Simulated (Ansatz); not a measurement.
# TaSi2N4 bilayer (AA') in a perpendicular field

What dipole does a perpendicular field induce in the TaSi2N4 bilayer (AA')? A positive field points along +c.

Calculated with Ansatz 0.2.0; plane-wave DFT, PBE-D3(BJ), Ansatz PAW.

Report form: the programs' logs are mostly left out.

### Step 1. The structure

The cell holds 14 atoms: 8 N, 4 Si and 2 Ta. Its edges and angles: a = 2.920 Å, b = 2.920 Å, c = 66.755 Å, α = 90.0°, β = 90.0°, γ = 120.0°. Regions: layer 1: TaSi2N4, 7 atoms (4 N, 2 Si and 1 Ta); layer 2: TaSi2N4, 7 atoms (4 N, 2 Si and 1 Ta). Vacuum lies along c.

Coordinates:

```xyz
14
Lattice="2.9200 0.0000 0.0000 -1.4600 2.5288 0.0000 0.0000 0.0000 66.7553" Properties=species:S:1:pos:R:3
N     0.0000    0.0000   24.4500
Si    0.0000    1.6859   24.9194
N     0.0000    1.6859   26.6694
Ta    0.0000    0.0000   28.1138
N     0.0000    1.6859   29.5582
Si    0.0000    1.6859   31.3082
N     0.0000    0.0000   31.7776
N     0.0000    1.6859   34.9776
Si    0.0000    0.0000   35.4471
N     0.0000    0.0000   37.1971
Ta    0.0000    1.6859   38.6415
N     0.0000    0.0000   40.0859
Si    0.0000    0.0000   41.8359
N     0.0000    1.6859   42.3053
```

### Step 2. Relaxing the slab

The starting cell is a guess, so the in-plane lattice and the atoms are relaxed first, with the slab cut off from its images along the normal.

File input.yaml:

```yaml
crystal:
  lattice:
    - [2.92, 0.0, 0.0]
    - [-1.46, 2.5287941791, 0.0]
    - [0.0, 0.0, 66.7552949306]
  atoms:
    - { symbol: "N", position: [0.0, 0.0, 0.3662630811] }
    - { symbol: Si, position: [0.3333333333, 0.6666666667, 0.3732952166] }
    - { symbol: "N", position: [0.3333333333, 0.6666666667, 0.3995103655] }
    - { symbol: Ta, position: [0.0, 0.0, 0.4211474724], spin: 1.0 }
    - { symbol: "N", position: [0.3333333333, 0.6666666667, 0.4427845793] }
    - { symbol: Si, position: [0.3333333333, 0.6666666667, 0.4689997283] }
    - { symbol: "N", position: [0.0, 0.0, 0.4760318638] }
    - { symbol: "N", position: [0.3333333333, 0.6666666667, 0.5239681362] }
    - { symbol: Si, position: [0.0, 0.0, 0.5310002717] }
    - { symbol: "N", position: [0.0, 0.0, 0.5572154207] }
    - { symbol: Ta, position: [0.3333333333, 0.6666666667, 0.5788525276], spin: 1.0 }
    - { symbol: "N", position: [0.0, 0.0, 0.6004896345] }
    - { symbol: Si, position: [0.0, 0.0, 0.6267047834] }
    - { symbol: "N", position: [0.3333333333, 0.6666666667, 0.6337369189] }
  periodic: [true, true, false]
magnetization:
  spin_polarized: true
kpoints:
  mp_grid: { grid: [12, 12, 1] }
hamiltonian:
  xc: pbe
  dispersion: d3bj
scf:
  occupations: { method: fermi_dirac, width: 0.05 }
  convergence: { dr2_threshold: 1.0e-09 }
relax:
  f_tol: 0.004
  max_steps: 90
  cell: {}
output:
  write_potential: true
  write_density: true
  volumetric_format: npy
```

On the command line:

```sh
ansatz run input.yaml --threads 4 --pin off --max-ram 6144MiB --backend cpu --events-out ev --progress --plain --runs-dir out
```

Elapsed: 2.2 min, on 4 threads of AMD EPYC 9R45, shared host; peak memory 1.8 GiB; 8.4 min of CPU time.

Step by step:

```
step  energy less that of the first step (eV)  largest force component (eV/Å)  volume (Å³)
   1                                   0.0000                          3.3725       492.93
   2                                  -1.4912                          0.4547       497.35
   3                                  -1.5545                          0.2914       501.60
   4                                  -1.5873                          0.0782       503.35
   5                                  -1.5881                          0.0452       503.59
   6                                  -1.5884                          0.0208       503.49
   7                                  -1.5885                          0.0071       503.43
   8                                  -1.5885                          0.0028       503.41
  9*                                  -1.5994                          0.0028       503.41
  10                                  -1.5991                          0.0056       503.68
  11                                  -1.5992                          0.0026       503.62
 12*                                  -1.5994                          0.0025       503.62
```

Relaxation steps marked * repeat the geometry before them on a plane-wave basis chosen anew for their cell, so energy and pressure can jump there.

The run keeps the 12 symmetry operations that it works with, so distortions that break them were not tested.

```
cell as run  before  after  change
      a (Å)   2.920  2.951  +1.1 %
      b (Å)   2.920  2.951  +1.1 %
```

The atoms that moved most (Å, along periodic axes as changes of fractional coordinates times the final cell, across vacuum about the mean position):

```
atom     dx     dy      dz  length
 Si2  0.000  0.000   0.574   0.574
Si13  0.000  0.000  -0.574   0.574
  N3  0.000  0.000   0.574   0.574
 N12  0.000  0.000  -0.574   0.574
 N14  0.000  0.000  -0.540   0.540
  N1  0.000  0.000   0.540   0.540
 Ta4  0.000  0.000   0.386   0.386
Ta11  0.000  0.000  -0.386   0.386
```

The relaxed structure:

```xyz
14
Lattice="2.9515 0.0000 0.0000 -1.4757 2.5561 0.0000 0.0000 0.0000 66.7553" Properties=species:S:1:pos:R:3
N     0.0000    0.0000   24.9899
Si    0.0000    1.7040   25.4938
N     0.0000    1.7040   27.2430
Ta    0.0000    0.0000   28.5001
N     0.0000    1.7040   29.7563
Si    0.0000    1.7040   31.5041
N     0.0000    0.0000   31.9990
N     0.0000    1.7040   34.7563
Si    0.0000    0.0000   35.2511
N     0.0000    0.0000   36.9990
Ta    0.0000    1.7040   38.2552
N     0.0000    0.0000   39.5123
Si    0.0000    0.0000   41.2615
N     0.0000    1.7040   41.7654
```

Numbers from this step:

```yaml
energy_at_zero_smearing: -25496.9572 eV
total_moment: 1.405 μB
```

Site moment by atom:

```
atom  site moment (μB)
  N1             0.008
 Si2             0.003
  N3             0.011
 Ta4             0.236
  N5             0.012
 Si6             0.003
  N7             0.009
  N8             0.009
 Si9             0.003
 N10             0.012
Ta11             0.236
 N12             0.011
Si13             0.003
 N14             0.008
```

The lattice constant a goes from 2.920 to 2.951 Å.

### Step 3. Single point, field 0

A sawtooth potential applies the field, turning back in the middle of the vacuum. With the dipole correction the typed value is the field outside the slab. The induced dipole is small, so the SCF threshold is tight.

The cell differs from the one that the last finished run ended in (c 66.755 → 34.775 Å).

File input.yaml:

```yaml
crystal:
  lattice:
    - [2.9514948504, 0.0, 0.0]
    - [-1.4757474252, 2.5560695196, 0.0]
    - [0.0, 0.0, 34.7754236544]
  atoms:
    - { symbol: "N", position: [0.0, 0.0, 0.258803461], spin: 0.01 }
    - { symbol: Si, position: [0.3333333333, 0.6666666667, 0.2732918508] }
    - { symbol: "N", position: [0.3333333333, 0.6666666667, 0.3235922994], spin: 0.01 }
    - { symbol: Ta, position: [0.0, 0.0, 0.3597410789], spin: 0.24 }
    - { symbol: "N", position: [0.3333333333, 0.6666666667, 0.3958657082], spin: 0.01 }
    - { symbol: Si, position: [0.3333333333, 0.6666666667, 0.4461257071] }
    - { symbol: "N", position: [0.0, 0.0, 0.4603543312], spin: 0.01 }
    - { symbol: "N", position: [0.3333333333, 0.6666666667, 0.5396456688], spin: 0.01 }
    - { symbol: Si, position: [0.0, 0.0, 0.5538742929] }
    - { symbol: "N", position: [0.0, 0.0, 0.6041342918], spin: 0.01 }
    - { symbol: Ta, position: [0.3333333333, 0.6666666667, 0.6402589211], spin: 0.24 }
    - { symbol: "N", position: [0.0, 0.0, 0.6764077006], spin: 0.01 }
    - { symbol: Si, position: [0.0, 0.0, 0.7267081492] }
    - { symbol: "N", position: [0.3333333333, 0.6666666667, 0.741196539], spin: 0.01 }
magnetization:
  spin_polarized: true
kpoints:
  mp_grid: { grid: [18, 18, 1] }
  band_path:
    path: [[0, 0, 0], [0.5, 0, 0], [0.33333333, 0.33333333, 0], [0, 0, 0]]
    npoints: 16
hamiltonian:
  xc: pbe
  dispersion: d3bj
scf:
  occupations: { method: fermi_dirac, width: 0.05 }
  convergence: { dr2_threshold: 1.0e-10 }
efield:
  axis: 3
  dipole_correction: true
  ramp_position: 0.97
  ramp_width: 0.06
  amplitude: 0
output:
  dos: { projected: true, e_range: [-6, 5] }
  bader: true
  write_potential: true
  write_density: true
  volumetric_format: npy
  elf: true
```

Wall time 62 s (4 threads); peak memory 1.5 GiB; 4.1 min of CPU time.

Numbers from this step:

- energy at zero smearing: -25496.9604 eV
- total moment: 1.441 μB
- work function, upper face: 5.310 eV
- dipole along the normal: -5.04e-6 e·Å

Running mean over a fixed 2.8 Å (it still follows the layers) of the planar mean; the ramp of the sawtooth is left out. Electron's electrostatic potential energy less the Fermi level against z:

z (Å), electron's electrostatic potential energy less the Fermi level (eV) and a bar from the least value:
```
        4        5.3 ##############################
        5        5.3 ##############################
        6        5.3 ##############################
        7        4.8 #############################
        8       -1.8 ##################
        9       -7.7 ########
       10       -9.8 ####
       11       -8.4 #######
       12      -11.8 #
       13      -11.9 #
       14       -8.5 #######
       15       -9.9 ####
       16       -7.9 ########
       17       -3.3 ###############
       18       -4.6 #############
       19       -8.3 #######
       20       -9.8 ####
       21       -9.0 ######
       22      -12.5 
       23      -11.0 ##
       24       -8.4 #######
       25       -9.4 #####
       26       -7.1 #########
       27        0.3 #####################
       28        5.0 ##############################
       29        5.3 ##############################
       30        5.3 ##############################
       31        5.3 ##############################
```

The density of states has structure finer than the step of the table below, so its rows give means over 0.25 eV, whole bins alone (the curve runs from -6 to 1.99 eV). Peaks (eV: height): total -5.500: 17.1, -3.300: 9.59, -3.020: 9.20, -2.750: 9.13, -2.360: 14.7, -2.170: 15.7, -2.060: 10.7; up -5.500: 9.62, -3.600: 4.97, -3.410: 4.89, -2.420: 8.11, -2.220: 10.1, -2.060: 7.47, -0.620: 6.53; down -5.450: 9.56, -3.300: 5.52, -2.720: 5.15, -2.360: 8.98, -2.170: 11.9, -2.030: 5.12, 0.040: 6.93.

Table of density of states by energy, zero at the Fermi level; means over each step; values in states/eV a cell:

```
energy (eV)    total     up     down
      -5.75     8.47   4.50     3.97
      -5.50     13.3   6.55     6.78
      -5.25     7.82   3.69     4.14
      -5.00     6.22   3.08     3.13
      -4.75     6.61   3.17     3.44
      -4.50     4.97   2.36     2.61
      -4.25     4.49   2.27     2.21
      -4.00     4.51   2.32     2.19
      -3.75     5.68   3.08     2.60
      -3.50     7.42   3.97     3.45
      -3.25     7.62   3.66     3.96
      -3.00     7.82   3.77     4.05
      -2.75     7.74   3.85     3.89
      -2.50     9.98   5.29     4.68
      -2.25     12.0   5.31     6.65
      -2.00     7.52   3.79     3.73
      -1.75     2.65   1.08     1.58
      -1.50     1.45  0.644    0.807
      -1.25  0.00600      0  0.00600
      -1.00        0      0        0
      -0.75     1.71   1.71        0
      -0.50     3.43   3.43        0
      -0.25     1.42   1.42        0
       0.00     3.99  0.850     3.14
       0.25     2.69  0.362     2.32
       0.50     1.53  0.307     1.23
       0.75    0.716      0    0.716
       1.00    0.436      0    0.436
       1.25   0.0220      0   0.0220
       1.50        0      0        0
```

Projected DOS per atom over height of the atomic layer and energy from the Fermi level. Layers: N Si N Ta N Si N N Si N Ta N Si N from below.

Values in states/eV, 22 rows by 14 columns, each cell a mean:
```
0.00 0.00 0.00 0.00 0.00 0.00 0.00 0.00 0.00 0.00 0.00 0.00 0.00 0.00
0.00 0.00 0.00 0.00 0.00 0.00 0.00 0.00 0.00 0.00 0.00 0.00 0.00 0.00
0.00 0.01 0.01 0.09 0.01 0.01 0.00 0.00 0.01 0.01 0.09 0.01 0.01 0.00
0.01 0.01 0.03 0.30 0.03 0.01 0.01 0.01 0.01 0.03 0.30 0.03 0.01 0.01
0.02 0.02 0.07 0.80 0.07 0.02 0.02 0.02 0.02 0.07 0.80 0.07 0.02 0.02
0.03 0.02 0.13 1.37 0.13 0.02 0.04 0.04 0.02 0.13 1.37 0.13 0.02 0.03
0.02 0.01 0.08 0.77 0.08 0.01 0.03 0.03 0.01 0.08 0.77 0.08 0.01 0.02
0.03 0.01 0.08 0.81 0.08 0.01 0.03 0.03 0.01 0.08 0.81 0.08 0.01 0.03
0.00 0.00 0.00 0.00 0.00 0.00 0.00 0.00 0.00 0.00 0.00 0.00 0.00 0.00
0.15 0.00 0.13 0.01 0.13 0.00 0.14 0.14 0.00 0.13 0.01 0.13 0.00 0.15
0.37 0.01 0.43 0.08 0.48 0.01 0.60 0.60 0.01 0.48 0.08 0.43 0.01 0.37
1.11 0.03 1.32 0.34 1.16 0.03 1.02 1.02 0.03 1.16 0.34 1.32 0.03 1.11
0.99 0.04 1.19 0.49 1.28 0.04 0.59 0.59 0.04 1.28 0.49 1.19 0.04 0.99
0.71 0.05 0.99 0.53 0.87 0.04 0.60 0.60 0.04 0.87 0.53 0.99 0.05 0.71
0.57 0.06 0.90 0.60 0.93 0.05 0.61 0.61 0.05 0.93 0.60 0.90 0.06 0.57
0.38 0.06 0.79 0.50 0.91 0.07 0.56 0.56 0.07 0.91 0.50 0.79 0.06 0.38
0.44 0.07 0.48 0.33 0.49 0.06 0.35 0.35 0.06 0.49 0.33 0.48 0.07 0.44
0.55 0.11 0.33 0.33 0.33 0.09 0.52 0.52 0.09 0.33 0.33 0.33 0.11 0.55
0.67 0.20 0.50 0.45 0.50 0.18 0.64 0.64 0.18 0.50 0.45 0.50 0.20 0.67
0.82 0.26 0.40 0.36 0.38 0.22 0.73 0.73 0.22 0.38 0.36 0.40 0.26 0.82
1.18 0.44 0.98 0.68 0.97 0.45 1.25 1.25 0.45 0.97 0.68 0.98 0.44 1.18
0.58 0.28 0.81 0.57 0.80 0.27 0.59 0.59 0.27 0.80 0.57 0.81 0.28 0.58
```
Columns: height of the atomic layer (Å) from 9 to 25.8 (not evenly spaced); rows upwards: energy from the Fermi level (eV) from -5.96 to 1.96.

Projected DOS per atom, spin up over height of the atomic layer and energy from the Fermi level. Layers: N Si N Ta N Si N N Si N Ta N Si N from below.

Ten even steps from '0' (0.00 states/eV) to '9' (0.81 states/eV), each cell a mean:
```
00000000000000
00000000000000
00000000000000
00000000000000
00010000001000
00030000003000
00191000019100
00191000019100
00000000000000
00000000000000
20202033020202
60716066061706
60727033072706
40635033053604
30535033053503
20535033053502
20323022032302
30121033012103
41222133122214
51222144122215
72545277254527
31535133153513
```
Columns: height of the atomic layer (Å) from 9 to 25.8 (not evenly spaced); rows upwards: energy from the Fermi level (eV) from -5.96 to 1.96.

Projected DOS per atom, spin down over height of the atomic layer and energy from the Fermi level. Layers: N Si N Ta N Si N N Si N Ta N Si N from below.

Ten even steps from '_' (0.00 states/eV) to '@' (1.07 states/eV), each cell a mean:
```
____________________________
____________________________
____________________________
______::____________::______
______**____________**______
______@@____________@@______
____________________________
____________________________
____________________________
____________________________
..__::__::__----__::__::__..
++__**..++__====__++..**__++
==__++::++__::::__++::++__==
--__==::==__::::__==::==__--
::__==::==__::::__==::==__::
..__--::==__::::__==::--__..
::__::..::__....__::..::__::
::__......__::::__......__::
--__::::::__----__::::::__--
--..::......----......::..--
++::==--==::++++::==--==::++
::..--::--..::::..--::--..::
```
Columns: height of the atomic layer (Å) from 9 to 25.8 (not evenly spaced); rows upwards: energy from the Fermi level (eV) from -5.96 to 1.96.

Deep bands are left out, so band numbers here count from the lowest band kept and differ from the log's. Electronic bands along the path, in eV, zero at the Fermi level; # counts the bands kept:

```
  point  up #21  up #22  up #23  up #24  down #21  down #22  down #23  down #24
      Γ   -2.23   -1.90    0.50    0.59     -2.16     -1.87      1.04      1.12
halfway   -2.41   -2.05   -0.48   -0.46     -2.37     -2.01      0.19      0.22
      M   -1.94   -1.93   -0.69   -0.63     -1.88     -1.88     -0.02      0.03
halfway   -1.88   -1.72   -0.35   -0.32     -1.84     -1.68      0.32      0.35
      K   -1.42   -1.42    0.10    0.11     -1.38     -1.38      0.81      0.82
halfway   -2.43   -2.06   -0.60   -0.56     -2.37     -2.01      0.08      0.12
      Γ   -2.23   -1.90    0.50    0.59     -2.16     -1.87      1.04      1.12
```

Spin density in the ca plane at fractional y = 0.667, with atoms of Si and N and Ta within 0.2 Å of it.

Ten even steps from '0' (0.00 e/Å³) to '9' (0.12 e/Å³), each cell a mean:
```
00000000000000000000001342000000000000000000
00000000000000000000001342000000000000000000
00000000000000000000001552000000000000000000
00000000000000000000122563321000000000000000
01000000000001000001379447841000000000000000
01000000000001010001379438941000001000000000
00000000000000000000133563321000000000000000
00000000000000000000001562000000000000000000
```
Columns run along c (16.0 Å, from fractional 0.39 to 0.85 of the cell), rows up along a (3.0 Å). Atoms in or near the plane, at fractional coordinates: N at (0.40, 0.33), Si at (0.45, 0.33), N at (0.54, 0.33), Ta at (0.64, 0.33), N at (0.74, 0.33).

Valence density in the ca plane at fractional y = 0.667, with atoms of Si and N and Ta within 0.2 Å of it. It is the smooth field of the valence electrons, not physical close to the nuclei.

Ten even steps from '0' (0.0 e/Å³) to '9' (4.2 e/Å³), each cell a mean:
```
00000111000000000000110000111000000000000000
00000111000000000000110000111000000000000000
10000111000001110000011221100000111000000000
43110000000012431000013774100001243100000000
87310000000026862000017998200001477300000000
87410000000026862000017998200001587300000000
43210000000013531000014885100001354100000000
11000111000001110000011221100000111000000000
```
Columns run along c (16.0 Å, from fractional 0.39 to 0.85 of the cell), rows up along a (3.0 Å). Atoms in or near the plane, at fractional coordinates: N at (0.40, 0.33), Si at (0.45, 0.33), N at (0.54, 0.33), Ta at (0.64, 0.33), N at (0.74, 0.33).

ELF in the ca plane at fractional y = 0.667, with atoms of Si and N and Ta within 0.2 Å of it. It is the smooth field of the valence electrons, not physical close to the nuclei.

Values, 5 rows by 16 columns, each cell a mean:
```
0.00 0.00 0.00 0.00 0.00 0.01 0.24 0.64 0.54 0.11 0.15 0.38 0.14 0.12 0.62 0.55
0.00 0.00 0.00 0.00 0.00 0.01 0.16 0.59 0.55 0.35 0.42 0.23 0.47 0.31 0.63 0.48
0.00 0.00 0.00 0.00 0.00 0.00 0.05 0.30 0.26 0.74 0.65 0.31 0.66 0.70 0.25 0.23
0.00 0.00 0.00 0.00 0.00 0.00 0.04 0.20 0.24 0.76 0.54 0.35 0.50 0.75 0.20 0.17
0.00 0.00 0.00 0.00 0.00 0.01 0.11 0.53 0.48 0.53 0.60 0.20 0.66 0.46 0.55 0.41
```
Columns run along c (16.0 Å, from fractional 0.04 to 0.50 of the cell), rows up along a (3.0 Å). Atoms in or near the plane, at fractional coordinates: Si at (0.27, 0.33), N at (0.32, 0.33), N at (0.40, 0.33), Si at (0.45, 0.33).

The work function of the upper face is 5.31 eV.

### Step 4. Atoms held, field 0.03 V/Å

Changes to input.yaml since step 3:

```diff
@@ -38,6 +38,4 @@
   ramp_width: 0.06
-  amplitude: 0
+  amplitude: 0.03
 output:
-  dos: { projected: true, e_range: [-6, 5] }
-  bader: true
   write_potential: true
@@ -45,2 +43 @@
   volumetric_format: npy
-  elf: true
```

Run time: 39 s. Hardware: 4 threads; peak memory 1.5 GiB.

The dipole is 0.0222 e·Å.

### Step 5. Single point, field -0.03 V/Å

Changes to input.yaml since step 4:

```diff
@@ -38,3 +38,3 @@
   ramp_width: 0.06
-  amplitude: 0.03
+  amplitude: -0.03
 output:
```

Elapsed: 40 s, on 4 threads; peak memory 1.5 GiB.

The dipole is -0.0222 e·Å.

### Step 6. Atoms held, field 0.15 V/Å

Changes to input.yaml since step 5:

```diff
@@ -38,3 +38,3 @@
   ramp_width: 0.06
-  amplitude: -0.03
+  amplitude: 0.15
 output:
```

It took 42 s on 4 threads; peak memory 1.5 GiB.

The dipole is 0.111 e·Å.

### Step 7. Atoms held, field 0.25 V/Å

Changes to input.yaml since step 6:

```diff
@@ -38,3 +38,3 @@
   ramp_width: 0.06
-  amplitude: 0.15
+  amplitude: 0.25
 output:
```

Elapsed: 40 s, on 4 threads; peak memory 1.5 GiB.

The dipole is 0.185 e·Å.

### Step 8. Atoms held, field -0.25 V/Å

Changes to input.yaml since step 7:

```diff
@@ -38,4 +38,6 @@
   ramp_width: 0.06
-  amplitude: 0.25
+  amplitude: -0.25
 output:
+  dos: { projected: true, e_range: [-6, 5] }
+  bader: true
   write_potential: true
@@ -43 +45,2 @@
   volumetric_format: npy
+  elf: true
```

Elapsed: 64 s, on 4 threads; peak memory 1.5 GiB; 4.2 min of CPU time.

The dipole is -0.185 e·Å.

(Continued in part 2 of 2.)

[Logs are printed without paths, hosts, clocks, repeated set-up lines and the standing remarks that a program may print on its own settings, such as how far it seeks lower states.]

[Hosts, paths, dates, database ids (printed as entryN), source tags and the programs' standing remarks are cut or masked in the printed files.]

[Maps of the electrostatic potential energy from Ansatz leave out the sawtooth potential of an applied field or a dipole correction, so their vacuum need not be flat; planar profiles and work functions include it.]
